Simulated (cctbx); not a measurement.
## Solving a structure by charge flipping

Cell a = 5.2610 Å, b = 5.2610 Å, c = 8.6220 Å, α = 90.00°, β = 90.00°, γ = 120.00°; space group P6/mmm (no. 191); content Nd1 Ti6 Al6.

Simulated single-crystal data (cctbx): Mo Kα, λ = 0.71073 Å, to d = 0.77 Å, 70 % of the full sphere, strongest reflection 40000 counts, noise from counting, a 2 % proportional error and a noise floor of 4 counts (s.d.); no absorption.

Charge flipping in P1 on plain amplitudes to 0.77 Å, δ = 1.1 σ, 20 % of the reflections treated as weak, 100 cycles:

```text
cycle      R  skewness
    0  0.494     0.39
    8  0.402     3.38
   16  0.287     6.31
   24  0.268     6.17
   32  0.262     6.16
   40  0.264     6.22
   48  0.261     6.16
   56  0.254     6.13
   64  0.271     6.23
   72  0.259     6.12
   80  0.260     5.98
   88  0.283     6.01
   96  0.261     6.21
origin shift          correlation  skewness
 0.803  0.307  0.007      0.851      5.87
 0.802  0.306  0.263      0.842      2.98
 0.135  0.971  0.261      0.818      2.99
 0.135  0.971  0.009      0.811      3.28
taken: symmetry correlation 0.851, skewness 5.87
peak      x       y       z  mult  height/sigma
Q1    0.0000  0.0000  0.5000    1     21.5
Q2    0.3333  0.6667  0.0000    2     11.8
Q3    0.3333  0.6667  0.5000    2      7.7
Q4    0.0000  0.0000  0.1976    2      5.6
Q5    0.0000  0.0000  0.0000    1      2.9
Q6    0.1846  0.3691  0.2500   12      2.6
Q7    0.3333  0.6667  0.1875    4      2.4
Q8    0.1062  0.5531  0.5000    6      2.0
Q9    0.3333  0.6667  0.3635    4      1.9
Q10   0.0000  0.5000  0.2455    6      1.7
```

The origin is taken among those within 0.04 of the best correlation, by the skewness of the map.

It took 0.58 s on 1 thread of Arm Neoverse V2 (shared host), peak memory 0.07 GiB.

**Question.** Which peaks are atoms, and which elements?

Heights go roughly as Z and multiplicities must add up to the content. First model: Q1 = Nd1 (1 in the cell, height 21.5), Q2 = Ti1 (2 in the cell, height 11.8), Q3 = Ti2 (2 in the cell, height 7.7), Q4 = Ti3 (2 in the cell, height 5.6) and Q10 = Al1 (6 in the cell, height 1.7). Against the true structure, Q1 is Nd, Q2 is Ti, Q3 is Ti, Q4 is Ti and Q10 is Al; the other peaks are not atoms.

Least squares on F², isotropic:

```text
Rint 0.018, 132 unique reflections to 0.77 A
cycle     R1     wR2    GooF  max shift (A)
   1  0.4273  0.7645  76.086   0.39317
   3  0.0087  0.0251   2.497   0.00000
final R1 0.0087 wR2 0.0251 GooF 2.497  parameters 7  data/parameter 18.9
atom        x        y        z      Ueq    occ   su(xyz)  su(Uiso or U11)
Nd1    0.00000  0.00000  0.50000   0.0082  1.000  0.00000  0.0001
Ti1    0.33333  0.66667  0.00000   0.0102  1.000  0.00000  0.0002
Ti2    0.33333  0.66667  0.50000   0.0111  1.000  0.00000  0.0002
Ti3    0.00000  0.00000  0.15320   0.0140  1.000  0.00011  0.0002
Al1    0.00000  0.50000  0.24567   0.0135  1.000  0.00010  0.0002
difference map: max 0.45 min -0.88 rms 0.08
Q1    0.0000  0.0000  0.1543    2    0.46  0.01 A from Ti3
Q2    0.1116  0.5558  0.2485   12    0.44  0.51 A from Al1
Q3    0.3333  0.6667  0.0582    4    0.43  0.50 A from Ti1
Q4    0.0000  0.0000  0.2771    2    0.31  1.07 A from Ti3
Q5    0.0000  0.0000  0.0000    1    0.22  1.32 A from Ti3
```

Anisotropic refinement:

```text
Rint 0.018, 132 unique reflections to 0.77 A
cycle     R1     wR2    GooF  max shift (A)
   1  0.0087  0.0251   2.562   0.00018
   2  0.0040  0.0091   0.925   0.00000
final R1 0.0040 wR2 0.0091 GooF 0.925  parameters 13  data/parameter 10.2
atom        x        y        z      Ueq    occ   su(xyz)  su(Uiso or U11)
Nd1    0.00000  0.00000  0.50000   0.0081  1.000  0.00000  0.0001
Ti1    0.33333  0.66667  0.00000   0.0102  1.000  0.00000  0.0001
Ti2    0.33333  0.66667  0.50000   0.0112  1.000  0.00000  0.0001
Ti3    0.00000  0.00000  0.15322   0.0142  1.000  0.00004  0.0001
Al1    0.00000  0.50000  0.24569   0.0136  1.000  0.00004  0.0001
difference map: max 0.19 min -0.17 rms 0.03
Q1    0.0000  0.0000  0.0000    1    0.19  1.32 A from Ti3
Q2    0.0000  0.3792  0.0000    6    0.13  1.65 A from Ti1
Q3    0.0000  0.2225  0.1064   12    0.11  1.24 A from Ti3
Q4    0.0000  0.0000  0.0810    2    0.11  0.62 A from Ti3
Q5    0.3333  0.6667  0.3017    4    0.10  1.59 A from Al1
Q6    0.0000  0.0000  0.2720    2    0.10  1.02 A from Ti3
```

**Reading.** The refinement ends at R1 = 0.0040, wR2 = 0.0091, GooF = 0.93, with difference density between -0.17 and 0.19 e/Å³. Every site matches the true model in element, within 0.001 Å r.m.s., up to an allowed shift of origin.

True model:

| atom | mult. | x | y | z | Ueq (Å²) |
| --- | --- | --- | --- | --- | --- |
| Nd1 | 1 | 0 | 0 | 0 | 0.0081 |
| Ti1 | 2 | 0 | 0 | 0.3468 | 0.0141 |
| Ti2 | 2 | 1/3 | 2/3 | 1/2 | 0.0103 |
| Ti3 | 2 | 1/3 | 2/3 | 0 | 0.0112 |
| Al1 | 6 | 0 | 1/2 | 0.2543 | 0.0135 |

This is a model crystal, built by substitution and not relaxed, with assumed displacement parameters.

[Middle refinement cycles are left out of these outputs.]

[Logs are printed without paths, hosts, clocks, repeated set-up lines and the standing remarks that a program may print on its own settings, such as how far it seeks lower states.]
